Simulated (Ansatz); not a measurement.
**Σ3 (112) boundary in fcc Rh, starting shift (0, 0.5): structure and resistance**

How much does the Σ3 (112) boundary in fcc Rh, starting shift (0, 0.5) reflect electrons?

Main program and level: Ansatz 0.2.0; Ansatz plane-wave DFT, PBE, PAW files; relaxation of a bicrystal slab with its lowest layers held; PAW set soft_1, in the first sound run; inputs show where later runs differ.

Report form: the programs' logs are mostly left out.

### 1. The structure

The cell holds 26 atoms: 26 Rh. Cell: a = 2.689 Å, b = 6.587 Å, c = 30.431 Å, α = 90.0°, β = 90.0°, γ = 90.0°. It derives from Rh. built on the (1 1 2) plane; 0 overlapping atoms removed and the grains opened by 0.8 Å. Vacuum lies along c.

### 2. Relaxing the bicrystal

The boundary is built by mirroring the lower grain in the boundary plane and removing any atoms that overlap. A thin bicrystal slab is relaxed first, with the lowest layers held and the upper grain free to shift and open.

File input.yaml:

```yaml
crystal:
  lattice:
    - [2.6891977995, 0.0, 0.0]
    - [0.0, 6.5871624263, 0.0]
    - [0.0, 0.0, 30.4313088808]
  atoms:
    - { symbol: Rh, position: [0.9999999998, 0.3333333334, 0.1643044675] }
    - { symbol: Rh, position: [0.4999999998, 0.0, 0.1898145282] }
    - { symbol: Rh, position: [0.9999999999, 0.6666666667, 0.2153245889] }
    - { symbol: Rh, position: [0.4999999999, 0.3333333334, 0.2408346496] }
    - { symbol: Rh, position: [0.9999999999, 0.0, 0.2663447103] }
    - { symbol: Rh, position: [0.4999999999, 0.6666666667, 0.291854771] }
    - { symbol: Rh, position: [0.9999999999, 0.3333333334, 0.3173648317] }
    - { symbol: Rh, position: [0.4999999999, 0.0, 0.3428748924] }
[... 14 atom lines left out ...]
    - { symbol: Rh, position: [0.4999999998, 0.1666666667, 0.7263044569] }
    - { symbol: Rh, position: [0.9999999998, 0.5000000001, 0.7518145176] }
    - { symbol: Rh, position: [0.4999999998, 0.8333333334, 0.7773245783] }
    - { symbol: Rh, position: [0.9999999997, 0.1666666667, 0.802834639] }
kpoints:
  mp_grid: { grid: [9, 4, 1] }
hamiltonian:
  xc: pbe
  pseudopotentials: { kind: paw, azcp: { folder: soft_1 } }
scf:
  occupations: { method: fermi_dirac, width: 0.1 }
relax:
  f_tol: 0.03
  max_steps: 80
  constraints: [{ sites: [0, 1, 2, 3] }]
```

On the command line:

```bash
> ansatz run input.yaml --threads 4 --pin off --max-ram 15360MiB --backend cpu --events-out ev --progress --plain --runs-dir out
```

Elapsed: 6.3 min, on 4 threads of Arm Neoverse V1, shared host; peak memory 3.4 GiB.

Relaxation path:

```csv
step,energy less that of the first step (eV),largest force component (eV/Å)
1,0.0000,3.6907
2,-1.1155,0.6738
3,-1.2388,0.0859
4,-1.2452,0.0217
```

The run keeps the 2 symmetry operations that it works with, so distortions that break them were not tested.

The atoms that moved most (Å):

```csv
atom,dx,dy,dz,length
Rh24,0.000,0.011,0.413,0.414
Rh21,0.000,-0.005,0.363,0.363
Rh13,0.000,-0.025,0.345,0.346
Rh19,0.000,-0.002,0.342,0.342
Rh18,0.000,-0.008,0.341,0.341
Rh16,0.000,-0.003,0.337,0.337
Rh22,0.000,-0.016,0.333,0.333
Rh23,0.000,0.009,0.325,0.325
```

This step gave:

```yaml
free_energy: -166470.5530 eV
energy_at_zero_smearing: -166469.8921 eV
fermi_energy: 13.20 eV
```

The largest force component on a free atom ends at 0.022 eV/Å, under the tolerance of 0.03, after 4 steps.

### 3. Transmission across the boundary

Bulk layers of each grain are laid under and over the relaxed boundary, and a lead is named in the middle of each, away from the free faces. The mesh across the current, 24×10, is finer than the density's, because channels open and close sharply across the zone. Energies from -0.1 to 0.1 eV in steps of 0.05 eV are too few for the program's thermal sum, so it prints no conductance; for a metal the transmission near the Fermi level serves, at a fraction of the cost.

This step: Ansatz plane-wave DFT, PBE, PAW files; ballistic transport by layer matching (Landauer), zero bias; boundary relaxed in a short slab, bulk layers laid on; PAW set soft_1 (Ansatz 0.2.0).

System of this step: Σ3 (112) boundary in fcc Rh, starting shift (0, 0.5). The cell holds 57 atoms: 57 Rh. Cell: a = 2.689 Å, b = 6.587 Å, c = 51.818 Å, α = 90.0°, β = 90.0°, γ = 90.0°. It derives from Rh. Regions: lower grain, 22 atoms (22 Rh); boundary, 17 atoms (17 Rh); upper grain, 18 atoms (18 Rh). Vacuum lies along c.

File input.yaml:

```yaml
crystal:
  lattice:
    - [2.6891977995, 0.0, 0.0]
    - [0.0, 6.5871624263, 0.0]
    - [0.0, 0.0, 51.8182945094]
  atoms:
    - { symbol: Rh, position: [-14.5000000004, 9.6666666668, 0.0771928146] }
    - { symbol: Rh, position: [-14.0000000004, 9.3333333335, 0.0921740976] }
    - { symbol: Rh, position: [-13.5000000004, 9.0000000002, 0.1071553807] }
    - { symbol: Rh, position: [-13.0000000004, 8.6666666668, 0.1221366637] }
    - { symbol: Rh, position: [-12.5000000003, 8.3333333335, 0.1371179467] }
    - { symbol: Rh, position: [-12.0000000003, 8.0000000002, 0.1520992298] }
    - { symbol: Rh, position: [-11.5000000003, 7.6666666668, 0.1670805128] }
    - { symbol: Rh, position: [-11.0000000003, 7.3333333335, 0.1820617959] }
[... 45 atom lines left out ...]
    - { symbol: Rh, position: [-11.5000000003, 8.1671652994, 0.8778633363] }
    - { symbol: Rh, position: [-12.0000000003, 8.5004986328, 0.8928446193] }
    - { symbol: Rh, position: [-12.5000000003, 8.8338319661, 0.9078259024] }
    - { symbol: Rh, position: [-13.0000000003, 9.1671652994, 0.9228071854] }
kpoints:
  mp_grid: { grid: [9, 4, 1] }
hamiltonian:
  xc: pbe
  pseudopotentials: { kind: paw, azcp: { folder: soft_1 } }
scf:
  occupations: { method: fermi_dirac, width: 0.1 }
output:
  transmission:
    leads: [[12, 13], [46, 47]]
    kmesh: [24, 10]
    e_range: [-0.1, 0.1]
    de: 0.05
  write_potential: true
  write_density: true
  volumetric_format: npy
  elf: true
```

It took 21 min on 4 threads; peak memory 10 GiB; 80 min of CPU time.

Numbers from this step:

```yaml
free_energy: -364962.0113 eV
energy_at_zero_smearing: -364960.6765 eV
fermi_energy: 18.41 eV
cell_area: 17.71 Å²
transmission_per_spin_nearest_the_fermi_level: 2.788
open_channels_per_spin_nearest_the_fermi_level: 5.175
open_channels_per_spin_upper_lead: 5.192
step_of_the_lead_s_potential: 15.7 meV
step_of_the_upper_lead_s_potential: 17.4 meV
```

Per spin. The transmission, zone mean by energy, zero at the Fermi level:

```csv
energy (eV),"transmission, zone mean"
-0.1000,2.78
-0.0500,2.75
0.0000,2.79
0.0500,2.82
0.1000,2.97
```

Per spin. The open channels, zone mean by energy, zero at the Fermi level:

```
energy (eV)  lead  upper lead
    -0.1000  5.18        5.22
    -0.0500  5.21        5.21
     0.0000  5.17        5.19
     0.0500  5.22        5.22
     0.1000  5.36        5.34
```

Transmission over k1 and k2. At 0.0000 eV from the Fermi level.

Values, 10 rows by 16 columns, each cell a mean:
```
1.91 1.03 1.53 1.86 2.08 1.94 2.07 1.82 2.57 2.10 1.91 1.99 2.12 1.57 1.33 1.38
1.52 1.37 2.22 1.93 2.38 2.73 2.56 3.47 3.94 3.35 2.38 2.78 2.11 1.85 2.06 1.46
4.21 3.44 3.64 2.49 2.81 2.29 3.93 3.80 3.95 3.84 3.47 2.08 2.97 2.63 3.73 3.80
4.22 3.86 3.87 3.23 3.34 3.82 3.65 4.66 4.18 4.51 3.54 3.60 3.32 3.15 4.08 4.02
4.19 3.83 3.75 3.28 2.98 4.08 4.19 4.66 4.78 4.73 3.95 4.08 2.58 3.68 3.61 3.99
4.22 3.86 3.87 3.23 3.34 3.82 3.65 4.66 4.18 4.51 3.54 3.60 3.32 3.15 4.08 4.02
4.21 3.44 3.64 2.49 2.81 2.29 3.93 3.80 3.95 3.84 3.47 2.08 2.97 2.63 3.73 3.80
1.52 1.37 2.22 1.93 2.38 2.73 2.56 3.47 3.94 3.35 2.38 2.78 2.11 1.85 2.06 1.46
1.91 1.03 1.53 1.86 2.08 1.94 2.07 1.82 2.57 2.10 1.91 1.99 2.12 1.57 1.33 1.38
0.66 0.71 0.33 1.60 2.10 1.87 1.02 1.00 2.56 0.99 1.29 1.94 2.17 0.97 0.25 1.34
```
Columns: k1 (b1) from -0.5 to 0.458; rows upwards: k2 (b2) from -0.5 to 0.4.

Open channels over k1 and k2. At 0.0000 eV from the Fermi level.

Ten even steps from '_' (2.00) to '@' (9.00):
```
++::__....::::::::::==::++::==::::::::::....__::
::::::==::::::====::++++##++++::====::::::==::::
++++==@@==::==::==##############==::==::==@@==++
++++++@@++======++++%%%%##%%%%++++======++@@++++
++++++%%%%::::++++##%%%%%%%%%%##++++::::%%%%++++
++++++@@++======++++%%%%##%%%%++++======++@@++++
++++==@@==::==::==##############==::==::==@@==++
::::::==::::::====::++++##++++::====::::::==::::
++::__....::::::::::==::++::==::::::::::....__::
__::______::::::::::::::++::::::::::::::______::
```
Columns: k1 (b1) from -0.5 to 0.458; rows upwards: k2 (b2) from -0.5 to 0.4.

Valence density in the cb plane at fractional x = 0.000, with atoms of Rh within 0.2 Å of it. It is the smooth field of the valence electrons, not physical close to the nuclei.

Ten even steps from '0' (0 e/Å³) to '9' (13 e/Å³), each cell a mean:
```
10000000000110000000000011000000000000000000
41000000001453000000000255200000000000000000
72000000003895100000001498300000000000000000
51000000002684100000000377300000000000000000
20000000001231000000000132100000000000000000
00000000000000000000000000000000000000000000
00011000000000011000000000001100000000000000
00354100000000146410000000025530000000000000
01598300000000279610000000038951000000000000
01486200000000268510000000037740000000000000
00132000000000023200000000012310000000000000
00000000000000000000000000000000000000000000
00000001100000000000110000000000110000000000
00000025520000000003541000000001463100000000
00000049940000000016972000000002796100000000
00000037730000000015862000000002685100000000
00000012210000000001320000000000231000000000
00000000000000000000000000000000000000000000
```
Columns run along c (16.0 Å, from fractional 0.69 to 1.00 of the cell), rows up along b (6.6 Å). Atoms in or near the plane, at fractional coordinates: Rh at (0.71, 0.50), Rh at (0.74, 0.17), Rh at (0.77, 0.83), Rh at (0.80, 0.50), Rh at (0.83, 0.17), Rh at (0.86, 0.83), Rh at (0.89, 0.50), Rh at (0.92, 0.17).

Electrostatic potential energy in the cb plane at fractional x = 0.000, with atoms of Rh within 0.2 Å of it. With pseudopotentials it is smooth inside the atoms' cores, unlike the true potential.

Ten even steps from '0' (-58 eV) to '9' (23 eV), each cell a mean:
```
68999999998657899999998755799999999999999999
26899999985113799999997311489999999999999999
04899999973001699999996200279999999999999999
15899999984002699999997200379999999999999999
47999999996435899999998533689999999999999999
89999999999888999999999888899999999999999999
98756899999999865689999999976579999999999999
97311589999998521269999999841137999999999999
95100389999998400048999999730016999999999999
96200489999998510158999999730027999999999999
98534699999999743479999999864358999999999999
99888899999999988899999999988889999999999999
99999975579999999986568999999998656899999999
99999841148999999962125899999985213699999999
99999720027999999851003899999984001589999999
99999720037999999961014899999984101589999999
99999863368999999985347999999997435799999999
99999988889999999998888999999999888999999999
```
Columns run along c (16.0 Å, from fractional 0.69 to 1.00 of the cell; values clipped at the 3rd and 97th percentile), rows up along b (6.6 Å). Atoms in or near the plane, at fractional coordinates: Rh at (0.71, 0.50), Rh at (0.74, 0.17), Rh at (0.77, 0.83), Rh at (0.80, 0.50), Rh at (0.83, 0.17), Rh at (0.86, 0.83), Rh at (0.89, 0.50), Rh at (0.92, 0.17).

ELF in the cb plane at fractional x = 0.000, with atoms of Rh within 0.2 Å of it. It is the smooth field of the valence electrons, not physical close to the nuclei.

Ten even steps from '0' (0.00) to '9' (0.75), each cell a mean:
```
43222333333454222233333455322223332211000000
85323333335887423333333688632233333211000000
96333333337998533333334899743333333210000000
85333333337998433333324899733333332210000000
63333332224675333332223576433333332110000000
33322322222333332332222333333333332100000000
33455322223333345432223333335543321100000000
34788632333332588852333333368874221000000000
25899733333333699963333333479985221000000000
25899633333333699852333333479974221100000000
23676433333222467633333222246753321110000000
22333332232222233333223222223333322211000000
23333335542222333334543222333333555321000000
33333368873233333347886333333335888521000000
33333489984333333358997333333336999621000000
33333489973333333258986333333336998521000000
33222357653333322236764333332224676311000000
33222233333323322223333322322223333211000000
```
Columns run along c (16.0 Å, from fractional 0.69 to 1.00 of the cell), rows up along b (6.6 Å). Atoms in or near the plane, at fractional coordinates: Rh at (0.71, 0.50), Rh at (0.74, 0.17), Rh at (0.77, 0.83), Rh at (0.80, 0.50), Rh at (0.83, 0.17), Rh at (0.86, 0.83), Rh at (0.89, 0.50), Rh at (0.92, 0.17).

Over the solved energies the transmission per spin lies between 2.75 and 2.97, out of 5.23 channels of the lead on average (up to 5.36).

### 4. Specific resistance

This step: Ansatz plane-wave DFT, PBE, PAW files; ballistic transport by layer matching (Landauer), zero bias; specific resistance of the boundary; PAW set soft_1 (Ansatz 0.2.0).

This step gave:

- area resistance: 0.3734 fΩ m²
- T over the leads' mean channel count: 0.5392

Averaged over the energies near the Fermi level, 53.9 % of the channels pass, which makes 0.373 fΩ m².

By hand, with T and the leads' channels N averaged over the energies near the Fermi level: RA = A (h/2e²)(1/T − ½[1/N₁ + 1/N₂]) = 17.71×10⁻²⁰ m² × 12 906 Ω × (1/2.822 − ½[1/5.230 + 1/5.237]) = 0.373 fΩ m².

### 5. Single-crystal slab for reference

The free faces cost energy too. A single-crystal slab with the same faces and held layers is relaxed, so that they cancel.

This step: Ansatz plane-wave DFT, PBE, PAW files; relaxation of a single-crystal slab with its lowest layers held; PAW set soft_1 (Ansatz 0.2.0).

System of this step: Rh slab, plane (1, 1, 2). The cell holds 25 atoms: 25 Rh. Cell: a = 2.689 Å, b = 6.587 Å, c = 29.631 Å, α = 90.0°, β = 90.0°, γ = 90.0°. It derives from Rh. Vacuum lies along c.

File input.yaml:

```yaml
crystal:
  lattice:
    - [2.6891977995, 0.0, 0.0]
    - [0.0, 6.5871624263, 0.0]
    - [0.0, 0.0, 29.6313088808]
  atoms:
    - { symbol: Rh, position: [0.9999999996, 1.0e-10, 0.1687404367] }
    - { symbol: Rh, position: [0.4999999996, 0.6666666668, 0.19493923] }
    - { symbol: Rh, position: [0.9999999996, 0.3333333334, 0.2211380233] }
    - { symbol: Rh, position: [0.4999999996, 1.0e-10, 0.2473368166] }
    - { symbol: Rh, position: [0.9999999996, 0.6666666668, 0.2735356099] }
    - { symbol: Rh, position: [0.4999999996, 0.3333333334, 0.2997344032] }
    - { symbol: Rh, position: [0.9999999997, 1.0e-10, 0.3259331965] }
    - { symbol: Rh, position: [0.4999999997, 0.6666666668, 0.3521319898] }
[... 13 atom lines left out ...]
    - { symbol: Rh, position: [0.4999999999, 0.0, 0.7189150961] }
    - { symbol: Rh, position: [1.0, 0.6666666667, 0.7451138894] }
    - { symbol: Rh, position: [0.5, 0.3333333333, 0.7713126827] }
    - { symbol: Rh, position: [0.0, 0.0, 0.797511476] }
kpoints:
  mp_grid: { grid: [9, 4, 1] }
hamiltonian:
  xc: pbe
  pseudopotentials: { kind: paw, azcp: { folder: soft_1 } }
scf:
  occupations: { method: fermi_dirac, width: 0.1 }
relax:
  f_tol: 0.03
  max_steps: 80
  constraints: [{ sites: [0, 1, 2, 3] }]
```

The job ended after 4.5 min (4 threads; peak memory 3.2 GiB).

The steps of the relaxation:

```
step  energy less that of the first step (eV)  largest force component (eV/Å)
   1                                   0.0000                          0.5763
   2                                  -0.0756                          0.3223
   3                                  -0.0872                          0.0589
   4                                  -0.0876                          0.0142
```

The atoms that moved most (Å):

```csv
atom,dx,dy,dz,length
Rh23,0.000,-0.047,0.200,0.206
Rh20,0.000,-0.029,0.145,0.148
Rh22,0.000,-0.045,0.123,0.131
Rh19,0.000,-0.036,0.123,0.128
Rh18,0.000,-0.033,0.117,0.122
Rh17,0.000,-0.027,0.115,0.118
Rh21,0.000,-0.019,0.116,0.117
Rh24,0.000,-0.037,0.100,0.107
```

The relaxed structure:

```
Rh
1.0
     2.68920    0.00000    0.00000
     0.00000    6.58716    0.00000
     0.00000    0.00000   29.63131
Rh
25
Direct
  0.00000 0.00000 0.16874
  0.50000 0.66667 0.19494
  0.00000 0.33333 0.22114
  0.50000 0.00000 0.24734
  0.00000 0.66348 0.27356
  0.50000 0.33117 0.30001
  0.00000 0.99866 0.32619
  0.50000 0.66539 0.35254
  0.00000 0.33121 0.37926
  0.50000 0.99720 0.40604
  0.00000 0.66341 0.43226
  0.50000 0.33034 0.45883
  0.00000 0.99676 0.48533
  0.50000 0.66334 0.51207
  0.00000 0.33018 0.53851
  0.50000 0.99629 0.56460
  0.00000 0.66261 0.59179
  0.50000 0.32832 0.61807
  0.00000 0.99450 0.64448
  0.50000 0.66224 0.67141
  0.00000 0.33048 0.69662
  0.50000 0.99323 0.72308
  0.00000 0.65952 0.75187
  0.50000 0.32772 0.77470
  0.00000 0.00016 0.79938
```

This step gave:

```yaml
free_energy: -160068.6573 eV
energy_at_zero_smearing: -160068.0386 eV
fermi_energy: 12.99 eV
```

The largest force component on a free atom ends at 0.014 eV/Å, under the tolerance of 0.03, after 4 steps.

### 6. Bulk reference

The perfect crystal gives the energy per atom, for the atoms by which bicrystal and slab differ.

This step: Ansatz plane-wave DFT, PBE, PAW files; bulk reference; PAW set soft_1 (Ansatz 0.2.0).

System of this step: Rh. Symmetry: Fm-3m, No. 225, cubic system. Conventional cell: a = 3.803 Å, b = 3.803 Å, c = 3.803 Å, α = 90.00°, β = 90.00°, γ = 90.00°. Nearest to Rh lie 12 Rh at 2.69 Å.

input.yaml, the sections that differ from step 5:

```yaml
crystal:
  lattice:
    - [0.0, 1.90155, 1.90155]
    - [1.90155, 0.0, 1.90155]
    - [1.90155, 1.90155, 0.0]
  atoms:
    - { symbol: Rh, position: [0.0, 0.0, 0.0] }
kpoints:
  mp_grid: { grid: [20, 20, 20] }
# hamiltonian, scf: as in step 5
# relax: removed
```

The job ended after 0.71 s (4 threads; peak memory 0.29 GiB).

Numbers from this step:

- free energy: -6402.9532 eV
- energy at zero smearing: -6402.9314 eV
- Fermi energy: 22.40 eV

### 7. Boundary energy

This step: Ansatz plane-wave DFT, PBE, PAW files; bicrystal less single-crystal slab less bulk atoms, a boundary area; PAW set soft_1 (Ansatz 0.2.0).

This step gave:

```yaml
excess_energy_of_the_cell: 1.078 eV
boundary_energy: 0.9749 J/m²
```

The boundary costs 0.97 J/m².

By hand: 1.08 eV / 17.71 Å² × 16.02 = 0.975 J/m².

### 8. What came out

```json
{
  "specific resistance of the boundary": "0.373 fΩ m²",
  "share of channels that pass": "0.539",
  "boundary energy": "0.975 J/m²"
}
```

**Reading.** The boundary has a specific resistance of 0.37 fΩ m² and an energy of 0.97 J/m². The boundary reflects 46 % of the channels; 0.37 fΩ m² is 3.7×10⁻¹² Ω·cm². One starting structure was relaxed; another shift or atom count at the boundary may lie lower.

[Logs are printed without paths, hosts, clocks, repeated set-up lines and the standing remarks that a program may print on its own settings, such as how far it seeks lower states.]

[Hosts, paths, dates, database ids (printed as entryN), source tags and the programs' standing remarks are cut or masked in the printed files.]
